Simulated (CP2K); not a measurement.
Two runs for the C K edge of trifluoromethylallene. Run A: CP2K XAS_TDP, all-electron GAPW, PBEh(45%), aug-cc-pVDZ, TDA, no relativity. Run B differs in one setting.

First lines with a strength over 0.0015. A:

```csv
atom,energy (eV),states,"strength, one atom"
C1 (bonded to C and 2 H),281.43,1,0.0494
,283.26,1,0.0020
,284.74,1,0.0039
,285.76,1,0.0168
,286.00,1,0.0038
C2 (bonded to 2 C),281.45,1,0.0599
,281.84,1,0.0544
,289.37,2,0.0043
,289.48,1,0.0045
,289.61,1,0.0031
C3 (bonded to 2 C and H),281.71,1,0.0409
,283.59,1,0.0044
,285.33,1,0.0045
,286.08,1,0.0067
,286.55,1,0.0038
C4 (bonded to C and 3 F),289.10,1,0.0452
,289.89,1,0.0720
,290.79,1,0.0417
,291.84,1,0.0031
,292.30,1,0.0486
```

B:

```csv
atom,energy (eV),states,"strength, one atom"
C1 (bonded to C and 2 H),287.62,1,0.0484
,289.45,1,0.0020
,290.92,1,0.0038
,291.95,1,0.0164
,292.18,1,0.0037
C2 (bonded to 2 C),287.32,1,0.0587
,287.72,1,0.0533
,295.24,2,0.0042
,295.36,1,0.0044
,295.49,1,0.0031
C3 (bonded to 2 C and H),287.72,1,0.0400
,289.60,1,0.0043
,291.34,1,0.0044
,292.09,1,0.0066
,292.56,1,0.0037
C4 (bonded to C and 3 F),295.92,1,0.0441
,296.71,1,0.0704
,297.61,1,0.0408
,298.66,1,0.0031
,299.12,1,0.0475
```

Q: Which was it: GW2X switched on, the functional, the basis, scalar relativity switched on?

GW2X switched on. GW2X shifts an atom's lines together and keeps their spacings. Against PBEh(45%) in aug-cc-pVDZ, the leading lines move by +6.19 eV (C1, to 287.62), +5.87 eV (C2, to 287.32), +6.01 eV (C3, to 287.72) and +6.82 eV (C4, to 295.92).

[Banner, clock and machine lines of the logs are left out without a mark of their own.]

[Logs are printed without paths, hosts, clocks, repeated set-up lines and the standing remarks that a program may print on its own settings, such as how far it seeks lower states.]

[Hosts, paths, dates, database ids (printed as entryN), source tags and the programs' standing remarks are cut or masked in the printed files.]
